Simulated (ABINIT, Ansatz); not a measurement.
# TiO2 (Rutile): G0W0 on several meshes in ABINIT, part 2 of 2

Aim: the GW shift of TiO2 (Rutile) against the k mesh.

ABINIT 10.8.3; PBE and many-body steps on it, plane waves. Known limits of the many-body steps: not at the basis limit; coarse k mesh.

So far. Step 4 (4×4×4): The gap on the mesh goes from 1.92 eV to 3.38 eV, a correction of +1.46 eV. Step 5 (Empty states on the mesh, 2×2×4 mesh, 100 bands): On this mesh the gap is 1.917 eV.

### 7. 2×2×4

This step: G0W0 on PBE, plane waves, norm-conserving pseudopotentials.

Input file run.abi:

```
acell 3*1.0 Angstrom
rprim 
  4.592200000000 0.000000000000 0.000000000000
  0.000000000000 4.592200000000 0.000000000000
  0.000000000000 0.000000000000 2.957400000000
ntypat 2
znucl 22 8
natom 6
typat 1 1 2 2 2 2
xred 
  0.000000000000 0.000000000000 0.000000000000
  0.500000000000 0.500000000000 0.500000000000
  0.304960000000 0.304960000000 0.000000000000
  0.195040000000 0.804960000000 0.500000000000
  0.695040000000 0.695040000000 0.000000000000
  0.804960000000 0.195040000000 0.500000000000
pp_dirpath "pseudos"
pseudos "Ti.upf, O.upf"
ecut 38
ngkpt 2 2 4
nshiftk 1
shiftk 0 0 0
kptopt 1
chksymbreak 0
istwfk *1
occopt 1
irdwfk 1
optdriver 4
nband 92
gwcalctyp 0
ecutsigx 38
symsigma 1
nkptgw 1
kptgw 
  0.0000000000 0.0000000000 0.0000000000
bdgw 
  22 26
ecuteps 4.2
irdscr 1
ppmodel 1
indata_prefix "in"
outdata_prefix "out"
tmpdata_prefix "tmp"
```

Run with:

```bash
$ OMP_NUM_THREADS=1 mpirun -n 8 abinit run.abi > log
```

Numbers of over 12 decimals in the logs are rounded to 6 here.

Output:

```text
.Version 10.8.3 of ABINIT. v10.8.2 released Aug 2026.

 Symmetries : space group P4_2/m n m (#136); Bravais tP (primitive tetrag.)
[... echo of the input left out ...]
== DATASET  1 ==================================================================
-   mpi_nproc: 8, omp_nthreads: 1 (-1 if OMP is not activated)

--- !DatasetInfo
iteration_state: {dtset: 1, }
dimensions: {natom: 6, nkpt: 9, mband: 92, nsppol: 1, nspinor: 1, nspden: 1, mpw: 4748, }
cutoff_energies: {ecut:  38.0, pawecutdg:  -1.0, }
electrons: {nelect:   4.80000000E+01, charge:   0.00000000E+00, occopt:   1.00000000E+00, tsmear:   1.00000000E-02, }

 SIGMA: Calculation of the GW corrections

 Based on a program developped by R.W. Godby, V. Olevano, G. Onida, and L. Reining.
 Incorporated in ABINIT by V. Olevano, G.-M. Rignanese, and M. Torrent.
.Using double precision arithmetic ; gwpc =  8

[... cell and pseudopotentials left out ...]
--------------------------------------------------------------------------------

 ==== K-mesh for the wavefunctions ====
 Number of points in the irreducible wedge :     9
[... list of points left out ...]
 Together with 16 symmetry operations and time-reversal symmetry
 yields    16 points in the full Brillouin Zone.

 ==== Q-mesh for screening function ====
 Number of points in the irreducible wedge :     9
[... list of points left out ...]
 Together with 16 symmetry operations and time-reversal symmetry
 yields    16 points in the full Brillouin Zone.

 vcoul_init : cutoff-mode = AUXILIARY_FUNCTION
 q-points for optical limit:   1
     1)      0.000010    0.000020    0.000030
 setmesh: FFT mesh size selected  =    50x   50x   32
          total number of points  =        80000

 Number of electrons calculated from density =   48.0000; Expected =   48.0000
[...]
number of q-points in IBZ                           9
 number of symmetry operations                      16
 number of k-points in BZ                           16
 number of q-points in BZ                           16
 number of frequencies for dSigma/dE                 9
 frequency step for dSigma/dE [eV]                0.25
 number of omega for Sigma on real axis              0
 max omega for Sigma on real axis  [eV]           0.00
 zcut for avoiding poles [eV]                     0.10

 EPSILON^-1 parameters (SCR file):
 dimension of the eps^-1 matrix on file            181
 dimension of the eps^-1 matrix used               181
 number of plane-waves for wavefunctions          4679
 number of bands                                    92
 number of q-points in IBZ                           9
 number of frequencies                               2
 number of real frequencies                          1
 number of imag frequencies                          1

 matrix elements of self-energy operator (all in [eV])

 Perturbative Calculation

--- !SelfEnergy_ee
iteration_state: {dtset: 1, }
kpoint     : [   0.000,    0.000,    0.000, ]
spin       : 1
KS_gap     :    1.917
QP_gap     :    3.328
Delta_QP_KS:    1.412
data: !SigmaeeData |
     Band     E0 <VxcDFT>   SigX SigC(E0)      Z dSigC/dE  Sig(E)    E-E0       E
       22   5.208 -20.680 -25.200   5.060   0.772  -0.295 -20.263   0.416   5.624
       23   5.208 -20.680 -25.200   5.060   0.772  -0.295 -20.263   0.416   5.624
       24   5.660 -20.454 -24.998   5.153   0.767  -0.304 -19.987   0.467   6.127
       25   7.576 -20.141 -11.955  -5.774   0.779  -0.283 -18.262   1.879   9.456
       26   7.879 -19.770 -11.944  -5.529   0.780  -0.282 -17.978   1.792   9.671

== END DATASET(S) ==============================================================
================================================================================

 -outvars: echo values of variables after computation  --------
           etotal      0.0000000000E+00
            nband          92
             nkpt           9
          spgroup         136
 [... the other variables as echoed above ...]

 Calculation completed.
```

The job ended after 3.2 s (8 MPI ranks of Arm Neoverse V2, shared host; peak memory 1.2 GiB; 24 s of CPU time).

Numbers from this step:

- G0W0 gap on the points computed: 3.329 eV
- starting gap on the mesh: 1.917 eV
- k of the valence top: 0, 0, 0
- k of the conduction bottom: 0, 0, 0
- Z at the valence top: 0.767
- Z at the conduction bottom: 0.779
- least direct G0W0 gap on the computed points: 3.329 eV

Against G0W0 in ABINIT (4×4×4 mesh, 92 bands, screening to 114.3 eV, Godby-Needs plasmon pole), the gap moves by −0.051 eV.

### 8. Empty states on the mesh, 4×4×6 mesh, 100 bands

This step: DFT, PBE, plane waves, norm-conserving pseudopotentials.

run.abi: that of step 7 with these lines changed.

```diff
@@ -19,3 +19,3 @@
 ecut 38
-ngkpt 2 2 4
+ngkpt 4 4 6
 nshiftk 1
@@ -24,18 +24,10 @@
 chksymbreak 0
+iscf -2
+irdden 1
 istwfk *1
-occopt 1
-irdwfk 1
-optdriver 4
-nband 92
-gwcalctyp 0
-ecutsigx 38
-symsigma 1
-nkptgw 1
-kptgw 
-  0.0000000000 0.0000000000 0.0000000000
-bdgw 
-  22 26
-ecuteps 4.2
-irdscr 1
-ppmodel 1
+nband 100
+nbdbuf 8
+tolwfr 1e-09
+nstep 60
+prtvol 0
 indata_prefix "in"
```

Output:

```text
.Version 10.8.3 of ABINIT. v10.8.2 released Aug 2026.

 Symmetries : space group P4_2/m n m (#136); Bravais tP (primitive tetrag.)
[... echo of the input left out ...]
== DATASET  1 ==================================================================
-   mpi_nproc: 8, omp_nthreads: 1 (-1 if OMP is not activated)

--- !DatasetInfo
iteration_state: {dtset: 1, }
dimensions: {natom: 6, nkpt: 24, mband: 100, nsppol: 1, nspinor: 1, nspden: 1, mpw: 4748, }
cutoff_energies: {ecut:  38.0, pawecutdg:  -1.0, }
[...]
1.85998    1.90917    1.93980    2.00700    2.00700    2.04220    2.09044    2.10174
   2.10174    2.13019    2.13019    2.15999    2.15999    2.18115    2.20601    2.22468
   2.26410    2.26410    2.27794    2.28399
 prteigrs : prtvol=0 or 1, do not print more k-points.

== END DATASET(S) ==============================================================
================================================================================

 -outvars: echo values of variables after computation  --------
            nband         100
             nkpt          24
          spgroup         136
 [... the other variables as echoed above ...]

 Calculation completed.
```

It took 37 s on 8 MPI ranks; peak memory 0.71 GiB.

This step gave:

```
gap                                                           : 1.917 eV
k of the valence top                                          : 0, 0, 0
k of the conduction bottom                                    : 0, 0, 0
least direct gap                                              : 1.917 eV
k points computed                                             : 24
lowest point of the top converged band, above the valence top : 50.2096 eV
```

On this mesh the gap is 1.917 eV.

### 9. Screening, 4×4×6 mesh, 92 bands, screening to 114.3 eV

This step: RPA screening on PBE, plane waves, norm-conserving pseudopotentials.

run.abi: that of step 8 with these lines changed.

```diff
@@ -24,10 +24,11 @@
 chksymbreak 0
-iscf -2
-irdden 1
 istwfk *1
-nband 100
-nbdbuf 8
-tolwfr 1e-09
-nstep 60
-prtvol 0
+occopt 1
+irdwfk 1
+optdriver 3
+nband 92
+ecuteps 4.2
+inclvkb 2
+awtr 1
+symchi 1
 indata_prefix "in"
```

Output:

```text
.Version 10.8.3 of ABINIT. v10.8.2 released Aug 2026.

 Symmetries : space group P4_2/m n m (#136); Bravais tP (primitive tetrag.)
[... echo of the input left out ...]
== DATASET  1 ==================================================================
-   mpi_nproc: 8, omp_nthreads: 1 (-1 if OMP is not activated)

--- !DatasetInfo
iteration_state: {dtset: 1, }
dimensions: {natom: 6, nkpt: 24, mband: 92, nsppol: 1, nspinor: 1, nspden: 1, mpw: 4748, }
cutoff_energies: {ecut:  38.0, pawecutdg:  -1.0, }
[...]
--------------------------------------------------------------------------------
[... chi0 elements left out ...]
 For q-point:  0.000010 0.000020 0.000030
  dielectric constant =   8.2120
  dielectric constant without local fields =   8.5921

  Average fulfillment of the sum rule on Im[epsilon] for q-point    1 :     49.86  [%]
[... wings left out ...]
  q-point number  2        q = ( 0.250000, 0.000000, 0.000000) [r.l.u.]
--------------------------------------------------------------------------------
[... chi0 elements left out ...]
  Average fulfillment of the sum rule on Im[epsilon] for q-point    2 :     64.32  [%]

 [... 22 further q-points ...]
```

Wall time 2.3 min (8 MPI ranks); peak memory 4.3 GiB; 18 min of CPU time.

This step gave:

```
ε∞ with local fields, on this mesh, along the program's q direction : 8.212
the same without local fields                                       : 8.592
plasma frequency                                                    : 32.58 eV
plane waves in the screening matrix                                 : 181
```

### 10. 4×4×6

This step: G0W0 on PBE, plane waves, norm-conserving pseudopotentials.

run.abi: that of step 9 with these lines changed.

```diff
@@ -27,8 +27,15 @@
 irdwfk 1
-optdriver 3
+optdriver 4
 nband 92
+gwcalctyp 0
+ecutsigx 38
+symsigma 1
+nkptgw 1
+kptgw 
+  0.0000000000 0.0000000000 0.0000000000
+bdgw 
+  22 26
 ecuteps 4.2
-inclvkb 2
-awtr 1
-symchi 1
+irdscr 1
+ppmodel 1
 indata_prefix "in"
```

Output:

```text
.Version 10.8.3 of ABINIT. v10.8.2 released Aug 2026.

 Symmetries : space group P4_2/m n m (#136); Bravais tP (primitive tetrag.)
[... echo of the input left out ...]
== DATASET  1 ==================================================================
-   mpi_nproc: 8, omp_nthreads: 1 (-1 if OMP is not activated)

--- !DatasetInfo
iteration_state: {dtset: 1, }
dimensions: {natom: 6, nkpt: 24, mband: 92, nsppol: 1, nspinor: 1, nspden: 1, mpw: 4748, }
cutoff_energies: {ecut:  38.0, pawecutdg:  -1.0, }
[...]
24   5.660 -20.447 -25.180   5.181   0.765  -0.308 -20.104   0.343   6.002
       25   7.576 -20.154 -12.128  -5.716   0.779  -0.284 -18.354   1.800   9.376
       26   7.879 -19.781 -12.090  -5.488   0.780  -0.282 -18.063   1.718   9.597

== END DATASET(S) ==============================================================
================================================================================

 -outvars: echo values of variables after computation  --------
           etotal      0.0000000000E+00
            nband          92
             nkpt          24
          spgroup         136
 [... the other variables as echoed above ...]

 Calculation completed.
```

Run time: 4.9 s. Hardware: 8 MPI ranks; peak memory 1.9 GiB.

Numbers from this step:

- G0W0 gap on the points computed: 3.374 eV
- starting gap on the mesh: 1.917 eV
- k of the valence top: 0, 0, 0
- k of the conduction bottom: 0, 0, 0
- least direct G0W0 gap on the computed points: 3.374 eV

Against G0W0 in ABINIT (4×4×4 mesh, 92 bands, screening to 114.3 eV, Godby-Needs plasmon pole), the gap moves by −0.006 eV.

### 11. The runs together

Times are wall times on 8 MPI ranks of Arm Neoverse V2, shared host, good to a factor of about two. A run's time includes the screening step that it read.

| run | mesh | bands | screening cutoff (eV) | DFT gap (eV) | gap on the mesh (eV) | direct (eV) | ε∞ used | time |
| --- | --- | --- | --- | --- | --- | --- | --- | --- |
| 4×4×4 | 4×4×4 | 92 | 114.3 | 1.917 | 3.380 | 3.380 | 8.56 | 78 s |
| 2×2×4 | 2×2×4 | 92 | 114.3 | 1.917 | 3.329 | 3.329 | 8.91 | 21 s |
| 4×4×6 | 4×4×6 | 92 | 114.3 | 1.917 | 3.374 | 3.374 | 8.21 | 2.3 min |

### 12. Outcome

```
4×4×4        : 3.380 eV
2×2×4        : 3.329 eV
4×4×6        : 3.374 eV
known limits : not at the basis limit; coarse k mesh
```

2×2×4: −0.051 eV against 4×4×4. 4×4×6: −0.006 eV against 4×4×4. Bands and cutoff are finite, so the gap is not at the basis limit. The miss can reach some tenths of an eV and take either sign; the mesh is an error of its own. In the G0W0 runs levels were corrected at 1 k point alone, so a gap called «on the mesh» is the least over those, and an edge elsewhere would be missed. The 4×4×4 mesh is coarse for this cell, which bears on the long-range parts of exchange and screening.

[Paths, hosts, dates, memory and timing lines, banners, echoed tables and standing remarks are left out of the program output.]

[Logs are printed without paths, hosts, clocks, repeated set-up lines and the standing remarks that a program may print on its own settings, such as how far it seeks lower states.]

[Runs of the session that timed out or met a known fault of the program may be left out.]

[Hosts, paths, dates, database ids (printed as entryN), source tags and the programs' standing remarks are cut or masked in the printed files.]

[G0W0 gaps are taken among the corrected bands and points alone; a level outside them can change the order at an edge.]

[Where Ansatz stands beside ABINIT at settings called matched, ABINIT's density can come from a denser mesh and the files from another edition; pairs whose starting gaps differed by over 0.03 eV were left out, so agreement reads better than it is.]
